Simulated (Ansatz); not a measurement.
# TiO2 (Anatase): bands and screening cutoff converge together

Aim: vary empty bands and screening cutoff apart and together in G0W0 on TiO2 (Anatase).

Calculated with Ansatz 0.2.0; G0W0 on PBE, plane waves, PAW.

## Step 1: The starting structure

It takes space group I4_1/amd (No. 141, tetragonal). The conventional cell has a = 3.784 Å, b = 3.784 Å, c = 9.515 Å, α = 90.00°, β = 90.00°, γ = 90.00°. Ti has 6 O at 1.93 to 1.98 Å nearest. Nearest to O lie 3 Ti at 1.93 to 1.98 Å. Farther neighbours and most contacts between anions are not listed.

The cell and positions come from the Crystallography Open Database and are kept as given unless a step says otherwise. The default PAW set here is soft_2. Its files were made with PBE.

## Step 2: 54 empty bands, screening to 50 eV

G0W0 replaces the xc potential by the self-energy, built once from these orbitals. Only a window of levels is corrected, while the sums run over the empty bands that the input names.

input.yaml

```yaml
crystal:
  lattice:
    - [-1.8921, 1.8921, 4.7573]
    - [1.8921, -1.8921, 4.7573]
    - [1.8921, 1.8921, -4.7573]
  atoms:
    - { symbol: Ti, position: [0.0, 0.0, 0.0] }
    - { symbol: Ti, position: [0.75, 0.25, 0.5] }
    - { symbol: O, position: [0.2081, 0.2081, 0.0] }
    - { symbol: O, position: [0.9581, 0.4581, 0.5] }
    - { symbol: O, position: [0.5419, 0.0419, 0.5] }
    - { symbol: O, position: [0.7919, 0.7919, 0.0] }
kpoints:
  mp_grid: { grid: [6, 6, 6] }
hamiltonian:
  xc: pbe
scf:
  occupations: { method: fixed }
gw:
  n_empty_bands: 54
  ecut_chi: 50
  qp_bands: [v2, c2]
  qp_kpoints: band_edges
  screening: { model: contour_deformation }
```

Launch:

```bash
$ ansatz run input.yaml --threads 2 --pin off --max-ram 92160MiB --backend cuda --events-out ev --progress --plain --runs-dir out --devices 1 --max-vram 13GiB  # rebuilt from the run's record
```

Numbers of over 12 decimals in the logs are rounded to 6 here.

What it wrote:

```text
GPUs: using 1 of 1 available (devices: 1).
Engine: ansatz 0.2.0, x86_64-unknown-linux-gnu
Pseudopotentials: kind: paw
Pseudopotential: Ti, paw, valence charge 12, recommended cutoff 420 eV (normal), Ti.paw.azcp
Pseudopotential: O, paw, valence charge 6, recommended cutoff 420 eV (normal), O.paw.azcp
Functional definition: PBE
  parameter kappa = 0.804
  parameter beta = 0.066725
  exchange = pbe_x(kappa = kappa, mu = beta*pi^2/3)
  correlation = pbe_c(beta = beta)
device memory: the entry about to start is reckoned to put 1.2 GiB on a device that reports 61.2 GiB free (of which the cap on the GPU budget leaves the run 13.0 GiB)
GPU FFT provider: cuFFT
GPU libraries: cuBLAS 13.8.2, cuFFT 12.4.0, cuSOLVER 12.3.4
Crystal: 6 atoms, lattice volume = 68.125 Å³
Basis set: ecut = 420 eV, 1315 PW (Γ)
Bands: 30, of which v1, the nominal top of the filled ones, is band 24 counted from 1 (23 counted from 0)
Symmetry: 16 space group operations
Space group: I41/amd (ITA 141), of the structure as read, at distance tolerance 4.1e-5 Å
k-points: 30 of 216
Non-local potential: Ti, projectors of the file, l = 0: 3, l = 1: 2, l = 2: 3, l = 3: 1
Non-local potential: O, projectors of the file, l = 0: 2, l = 1: 2, l = 2: 1
PAW form: soft (Blöchl's): semilocal exchange-correlation on the pseudo side does not see the compensation charge
PAW one-centre angular grid: Ti, 590 points (default); XC on 64 Gauss nodes
PAW one-centre angular grid: O, 110 points (default); XC on 64 Gauss nodes
Initial density: superposition of atomic densities (neutral atoms: chi_scale 0, normalization atom), corrected by the library's trained network
Initial wavefunctions: pseudopotential atomic-orbital guess
GPU buffer pool allocated for 64000 grid points (all kernels)
GPU transforms: local potential and band sums: pruned to the plane-wave sphere, on 40×40×40
Functional: x = pbe(κ = 0.804, μ = 0.219515), c = pbe(β = 0.066725)
SCF iter   1: F=—  HF=-7277.469444 eV  |F-HF|=—  |Δ(HF+E_count)|=         —  Δρ=3.44e-3  dr2=3.18e-3  ethr=1.77e-3  ⟨swp⟩=4.1  Hψ=3412  notcnv=0  defer=78
preconditioner: auto → none  [insulator: Δε(μ)=2.183 eV  Ē_g=9.668 eV  n_scr=14 (ndim 8)  ℏωp=25.4 eV  f_vac=0.102  ε∞_Penn≈7.9]
SCF iter   2: F=—  HF=-7277.471126 eV  |F-HF|=—  |Δ(HF+E_count)|=   1.68e-3  Δρ=2.66e-3  dr2=3.64e-3  ethr=6.63e-6  ⟨swp⟩=3.2  Hψ=1878  notcnv=0  defer=120
SCF iter   3: F=—  HF=-7277.470946 eV  |F-HF|=—  |Δ(HF+E_count)|=   1.80e-4  Δρ=1.46e-3  dr2=9.74e-4  ethr=6.63e-6  ⟨swp⟩=2.0  Hψ=1371  notcnv=0  defer=120
SCF iter   4: F=—  HF=-7277.471071 eV  |F-HF|=—  |Δ(HF+E_count)|=   1.25e-4  Δρ=5.98e-4  dr2=1.55e-4  ethr=2.03e-6  ⟨swp⟩=2.0  Hψ=1204  notcnv=0  defer=120
SCF iter   5: F=—  HF=-7277.471109 eV  |F-HF|=—  |Δ(HF+E_count)|=   3.85e-5  Δρ=1.19e-4  dr2=5.70e-6  ethr=3.22e-7  ⟨swp⟩=2.0  Hψ=1120  notcnv=0  defer=64
SCF iter   6: F=-7277.471112 eV  HF=-7277.471112 eV  |F-HF|=4.60e-9  |Δ(HF+E_count)|=   2.67e-6  Δρ=1.17e-5  dr2=5.25e-8  ethr=2.08e-10  ⟨swp⟩=7.8  Hψ=3764  notcnv=0
SCF 1 converged in 6 iterations: F = -7277.471112 eV  dr2 = 5.25e-8
[...]
device memory: the entry about to start is reckoned to put 1.3 GiB (of the 1.4 GiB reckoned in all, the device holds 0.1 GiB already) on a device that reports 61.1 GiB free (of which the cap on the GPU budget leaves the run 12.9 GiB)
NSCF: frozen V_eff on 30 k-points, pencils in batches of 32, up to order 120
[...]
device memory: the entry about to start is reckoned to put 2.6 GiB on a device that reports 61.1 GiB free (of which the cap on the GPU budget leaves the run 13.0 GiB)
NSCF: frozen V_eff on 30 k-points, pencils in batches of 32, up to order 332
G₀W₀ screening: q 1/30
[... further progress lines ...]
device memory: the entry about to start is reckoned to put 0.6 GiB on a device that reports 60.2 GiB free (of which the cap on the GPU budget leaves the run 13.0 GiB)
NSCF: frozen V_eff on 1 k-points
[...]
gw.qp_kpoints: band_edges: 24 of 30 stored k-points solved, in 1 pass; an edge of the gap read off the rows below is read off those points alone
    valence top: of the k-points left out ik 7 came nearest to being solved in a further pass, in band 24 (counted from 1, as in the quasiparticle table): it holds the edge there only if its correction is more favourable than any solved in that band by at least 0.469 eV; those differ by 0.155 eV
    conduction bottom: of the k-points left out ik 27 came nearest to being solved in a further pass, in band 25 (counted from 1, as in the quasiparticle table): it holds the edge there only if its correction is more favourable than any solved in that band by at least 0.879 eV; those differ by 0.205 eV
  `?` marks the rows in doubt; gw_qp.tsv's column doubts and the gw_qp event give each row's grounds
    ik  band        ε_KS         Σx   Σc(E_QP)       V_xc       Z   E_QP_lin       E_QP  E_QP is
     0    23      6.8603   -25.3206     5.0075   -20.3244  0.7144     6.8715     6.8715  root
     0    24      6.8603   -25.3206     5.0075   -20.3244  0.7144     6.8715     6.8715  root
     0    25      9.4571   -13.0752    -5.9306   -20.7917  0.7391    11.3128    11.2430  root
     0    26     10.1979   -13.4563    -6.7630   -22.1402  0.7195    12.2233    12.1188  root ?
     1    23      6.6813   -25.8880     5.0254   -20.8930  0.7215     6.7117     6.7118  root
     1    24      7.0711   -25.7413     4.9836   -20.8004  0.7210     7.1138     7.1139  root
     1    25     10.2981   -13.3669    -6.8064   -22.0988  0.7193    12.3294    12.2236  root ?
     1    26     10.3998   -14.3012    -5.8572   -21.9275  0.7211    12.2524    12.1690  root
     2    23      6.7441   -25.3313     4.9707   -20.3801  0.7161     6.7636     6.7636  root
     2    24      7.2230   -25.6906     4.9684   -20.7911  0.7190     7.2919     7.2920  root
     2    25     10.4095   -13.6317    -6.7741   -22.3636  0.7187    12.4783    12.3674  root ?
     2    26     10.6690   -14.7392    -6.2323   -22.8996  0.7183    12.7049    12.5972  root ?
     3    23      7.2901   -25.8087     4.9535   -20.9375  0.7214     7.3723     7.3725  root
     3    24      7.2901   -25.8087     4.9535   -20.9375  0.7214     7.3723     7.3725  root
     3    25     10.6937   -13.8838    -6.8782   -22.7148  0.7121    12.7665    12.6466  root ?
     3    26     10.6937   -13.8838    -6.8782   -22.7148  0.7121    12.7665    12.6466  root ?
     4    23      6.6095   -26.0100     4.6073   -21.5857  0.7280     6.7919     6.7925  root
     4    24      6.8711   -25.6509     4.9760   -20.7074  0.7205     6.9035     6.9035  root
     4    25     10.0153   -14.0527    -5.7204   -21.5349  0.7286    11.8503    11.7771  root
     4    26     10.3109   -13.4936    -6.7354   -22.1321  0.7182    12.3180    12.2140  root ?
     5    23      6.6821   -25.9317     5.0175   -20.9314  0.7246     6.6993     6.6993  root
[...]
5    25     10.3804   -13.5301    -6.7691   -22.2382  0.7194    12.4273    12.3194  root ?
     5    26     10.5690   -14.2344    -6.4586   -22.6385  0.7207    12.6223    12.5144  root ?
[...]
6    25     10.5599   -13.8956    -6.7643   -22.6166  0.7156    12.6318    12.5166  root ?
     6    26     10.7034   -14.1535    -6.5495   -22.6071  0.7146    12.7171    12.6075  root ?
[...]
8    25     10.5165   -13.8936    -6.6311   -22.4585  0.7192    12.5586    12.4502  root ?
     8    26     10.5559   -13.7184    -6.6593   -22.2867  0.7180    12.5715    12.4649  root ?
[...]
9    25     10.4958   -14.2125    -6.4014   -22.5315  0.7201    12.5174    12.4134  root ?
[...]
16    26     10.7550   -14.1899    -6.6376   -22.7591  0.7123    12.8023    12.6865  root ?
[...]
21    26     10.5477   -13.9225    -6.6711   -22.5326  0.7170    12.5973    12.4867  root ?
[...]
23    25     10.5185   -13.6041    -6.9415   -22.5123  0.7154    12.6024    12.4852  root ?
[...]
24    25     10.5589   -13.9634    -6.6167   -22.5046  0.7169    12.5924    12.4834  root ?
    24    26     10.5589   -13.9634    -6.6167   -22.5046  0.7169    12.5924    12.4834  root ?
[...]
28    26     10.3065   -13.8871    -6.2295   -21.9573  0.7230    12.2379    12.1472  root
    29    23      7.2097   -26.1440     4.8810   -21.3790  0.7267     7.3253     7.3256  root
    29    24      7.2097   -26.1440     4.8810   -21.3790  0.7267     7.3253     7.3256  root
    29    25      9.8146   -13.2308    -6.3289   -21.4109  0.7302    11.7532    11.6657  root
    29    26      9.8146   -13.2308    -6.3289   -21.4109  0.7302    11.7532    11.6657  root
[key lines of the parts left out:]
SCF converged after 6 iterations
Free energy (F): -7277.471112 eV
Fermi energy:    7.290149 eV
```

It took 14 s on 1 × NVIDIA H100 80GB HBM3 (shared by 6 runs) with 2 threads of AMD EPYC 7R13 (Zen 3), shared host; peak memory 1.1 GiB.

Numbers from this step:

| Property | Result |
| --- | --- |
| bands summed | 78 |
| RPA ε∞ on this mesh (eigenvalues) | 6.144, 6.692, 6.692 |
| plane waves in the screening matrix | 53 |
| q-points in the mesh | 216 |
| G0W0 gap on the mesh | 3.871 eV |
| k of the valence top | 0, 0, -0.5 |
| k of the conduction bottom | 0, 0, 0 |
| starting gap on the mesh | 2.167 eV |
| Z at the valence top | 0.7214 |
| Z at the conduction bottom | 0.7391 |
| least direct G0W0 gap on the computed points | 4.181 eV |

The gap on the mesh goes from 2.17 eV to 3.87 eV, a correction of +1.70 eV. Between the two edge states, bare exchange in place of the xc potential would open the gap by 12.59 eV, and correlation takes back 10.88 eV.

## Step 3: 284 empty bands, screening to 50 eV

Changes to input.yaml since step 2:

```diff
@@ -19,3 +19,3 @@
 gw:
-  n_empty_bands: 54
+  n_empty_bands: 284
   ecut_chi: 50
```

What it wrote:

```text
GPUs: using 1 of 1 available (devices: 1).
[...]
GPU FFT provider: cuFFT
GPU libraries: cuBLAS 13.8.2, cuFFT 12.4.0, cuSOLVER 12.3.4
Crystal: 6 atoms, lattice volume = 68.125 Å³
Basis set: ecut = 420 eV, 1315 PW (Γ)
Bands: 30, of which v1, the nominal top of the filled ones, is band 24 counted from 1 (23 counted from 0)
Symmetry: 16 space group operations
[...]
k-points: 30 of 216
[...]
1    26     10.3998   -14.3012    -6.1681   -21.9275  0.7225    11.9094    11.8581  root
[...]
29    23      7.2097   -26.1440     4.6344   -21.3790  0.7277     7.0787     7.0790  root
    29    24      7.2097   -26.1440     4.6344   -21.3790  0.7277     7.0787     7.0790  root
    29    25      9.8146   -13.2308    -6.6517   -21.4109  0.7316    11.3958    11.3429  root
    29    26      9.8146   -13.2308    -6.6517   -21.4109  0.7316    11.3958    11.3429  root
[key lines of the parts left out:]
SCF converged after 6 iterations
Free energy (F): -7277.471112 eV
Fermi energy:    7.290149 eV
```

Elapsed: 37 s, on 1 × NVIDIA H100 80GB HBM3 (shared by 6 runs) with 2 threads; peak memory 1.5 GiB; 59 s of CPU time.

This step gave:

```yaml
bands_summed: 308
rpa_eps_infinity_on_this_mesh_eigenvalues: 6.161, 6.711, 6.711
plane_waves_in_the_screening_matrix: 53
g0w0_gap_on_the_mesh: 3.775 eV
k_of_the_valence_top: 0, 0, -0.5
k_of_the_conduction_bottom: 0, 0, 0
starting_gap_on_the_mesh: 2.167 eV
least_direct_g0w0_gap_on_the_computed_points: 4.100 eV
```

Against the run with 6×6×6 mesh, 54 empty bands, screening to 50 eV, the gap moves by −0.10 eV.

## Step 4: 154 empty bands, screening to 100 eV

Another rung: the empty bands reach about as high as the screening cutoff, so the two stay in balance.

Changes to input.yaml since step 3:

```diff
@@ -19,4 +19,4 @@
 gw:
-  n_empty_bands: 284
-  ecut_chi: 50
+  n_empty_bands: 154
+  ecut_chi: 100
   qp_bands: [v2, c2]
```

What it wrote:

```text
GPUs: using 1 of 1 available (devices: 1).
[...]
GPU FFT provider: cuFFT
GPU libraries: cuBLAS 13.8.2, cuFFT 12.4.0, cuSOLVER 12.3.4
Crystal: 6 atoms, lattice volume = 68.125 Å³
Basis set: ecut = 420 eV, 1315 PW (Γ)
Bands: 30, of which v1, the nominal top of the filled ones, is band 24 counted from 1 (23 counted from 0)
Symmetry: 16 space group operations
[...]
k-points: 30 of 216
[...]
1    26     10.3998   -14.3012    -6.2979   -21.9275  0.7135    11.7707    11.7283  root
[...]
29    23      7.2097   -26.1440     4.6544   -21.3790  0.7181     7.0988     7.0991  root
    29    24      7.2097   -26.1440     4.6544   -21.3790  0.7181     7.0988     7.0991  root
    29    25      9.8146   -13.2308    -6.7941   -21.4109  0.7237    11.2441    11.2006  root
    29    26      9.8146   -13.2308    -6.7941   -21.4109  0.7237    11.2441    11.2006  root
[key lines of the parts left out:]
SCF converged after 6 iterations
Free energy (F): -7277.471112 eV
Fermi energy:    7.290149 eV
```

Elapsed: 40 s, on 1 × NVIDIA H100 80GB HBM3 (shared by 6 runs) with 2 threads; peak memory 1.3 GiB.

The G0W0 gap on the mesh is 3.618 eV.

## Step 5: 803 empty bands, screening to 100 eV

Changes to input.yaml since step 4:

```diff
@@ -19,3 +19,3 @@
 gw:
-  n_empty_bands: 154
+  n_empty_bands: 803
   ecut_chi: 100
```

What it wrote:

```text
GPUs: using 1 of 1 available (devices: 1).
[...]
GPU FFT provider: cuFFT
GPU libraries: cuBLAS 13.8.2, cuFFT 12.4.0, cuSOLVER 12.3.4
Crystal: 6 atoms, lattice volume = 68.125 Å³
Basis set: ecut = 420 eV, 1315 PW (Γ)
Bands: 30, of which v1, the nominal top of the filled ones, is band 24 counted from 1 (23 counted from 0)
Symmetry: 16 space group operations
[...]
k-points: 30 of 216
[...]
1    26     10.3998   -14.3012    -6.5113   -21.9275  0.7135    11.5434    11.5150  root
[...]
29    23      7.2097   -26.1440     4.4736   -21.3790  0.7180     6.9167     6.9183  root
    29    24      7.2097   -26.1440     4.4736   -21.3790  0.7180     6.9167     6.9183  root
    29    25      9.8146   -13.2308    -7.0095   -21.4109  0.7237    11.0146    10.9851  root
    29    26      9.8146   -13.2308    -7.0095   -21.4109  0.7237    11.0146    10.9851  root
[key lines of the parts left out:]
SCF converged after 6 iterations
Free energy (F): -7277.471112 eV
Fermi energy:    7.290149 eV
```

Wall time 2.5 min (1 × NVIDIA H100 80GB HBM3 (shared by 6 runs) with 2 threads); peak memory 2.8 GiB; 4.4 min of CPU time.

The G0W0 gap on the mesh is 3.579 eV.

## Step 6: 54 empty bands, screening to 150 eV

Changes to input.yaml since step 5:

```diff
@@ -19,4 +19,4 @@
 gw:
-  n_empty_bands: 803
-  ecut_chi: 100
+  n_empty_bands: 54
+  ecut_chi: 150
   qp_bands: [v2, c2]
```

What it wrote:

```text
GPUs: using 1 of 1 available (devices: 1).
[...]
GPU FFT provider: cuFFT
GPU libraries: cuBLAS 13.8.2, cuFFT 12.4.0, cuSOLVER 12.3.4
Crystal: 6 atoms, lattice volume = 68.125 Å³
Basis set: ecut = 420 eV, 1315 PW (Γ)
Bands: 30, of which v1, the nominal top of the filled ones, is band 24 counted from 1 (23 counted from 0)
Symmetry: 16 space group operations
[...]
k-points: 30 of 216
[...]
24    26     10.5589   -13.9634    -6.6707   -22.5046  0.7060    12.5345    12.4294  root ?
[...]
29    23      7.2097   -26.1440     5.0148   -21.3790  0.7132     7.4583     7.4594  root
    29    24      7.2097   -26.1440     5.0148   -21.3790  0.7132     7.4583     7.4594  root
    29    25      9.8146   -13.2308    -6.3669   -21.4109  0.7200    11.7143    11.6277  root
    29    26      9.8146   -13.2308    -6.3669   -21.4109  0.7200    11.7143    11.6277  root
[key lines of the parts left out:]
SCF converged after 6 iterations
Free energy (F): -7277.471112 eV
Fermi energy:    7.290149 eV
```

It took 24 s on 1 × NVIDIA H100 80GB HBM3 (shared by 6 runs) with 2 threads; peak memory 1.4 GiB.

The G0W0 gap on the mesh is 3.701 eV.

## Step 7: 284 empty bands, screening to 150 eV

Changes to input.yaml since step 6:

```diff
@@ -19,3 +19,3 @@
 gw:
-  n_empty_bands: 54
+  n_empty_bands: 284
   ecut_chi: 150
```

What it wrote:

```text
GPUs: using 1 of 1 available (devices: 1).
[...]
GPU FFT provider: cuFFT
GPU libraries: cuBLAS 13.8.2, cuFFT 12.4.0, cuSOLVER 12.3.4
Crystal: 6 atoms, lattice volume = 68.125 Å³
Basis set: ecut = 420 eV, 1315 PW (Γ)
Bands: 30, of which v1, the nominal top of the filled ones, is band 24 counted from 1 (23 counted from 0)
Symmetry: 16 space group operations
[...]
k-points: 30 of 216
[...]
1    26     10.3998   -14.3012    -6.5046   -21.9275  0.7101    11.5509    11.5216  root
[...]
29    23      7.2097   -26.1440     4.4479   -21.3790  0.7136     6.8906     6.8925  root
    29    24      7.2097   -26.1440     4.4479   -21.3790  0.7136     6.8906     6.8925  root
    29    25      9.8146   -13.2308    -6.9915   -21.4109  0.7208    11.0340    11.0031  root
    29    26      9.8146   -13.2308    -6.9915   -21.4109  0.7208    11.0340    11.0031  root
[key lines of the parts left out:]
SCF converged after 6 iterations
Free energy (F): -7277.471112 eV
Fermi energy:    7.290149 eV
```

It took 47 s on 1 × NVIDIA H100 80GB HBM3 (shared by 6 runs) with 2 threads; peak memory 1.8 GiB; 84 s of CPU time.

The G0W0 gap on the mesh is 3.621 eV.

[end of part 1 of 2]

[Paths, hosts, dates, memory and timing lines, banners, echoed tables and standing remarks are left out of the program output.]

[Logs are printed without paths, hosts, clocks, repeated set-up lines and the standing remarks that a program may print on its own settings, such as how far it seeks lower states.]

[Runs of the session that timed out or met a known fault of the program may be left out.]

[Cells called generated may have been cut or substituted from an entry of the Crystallography Open Database or the Materials Project.]

[Hosts, paths, dates, database ids (printed as entryN), source tags and the programs' standing remarks are cut or masked in the printed files.]
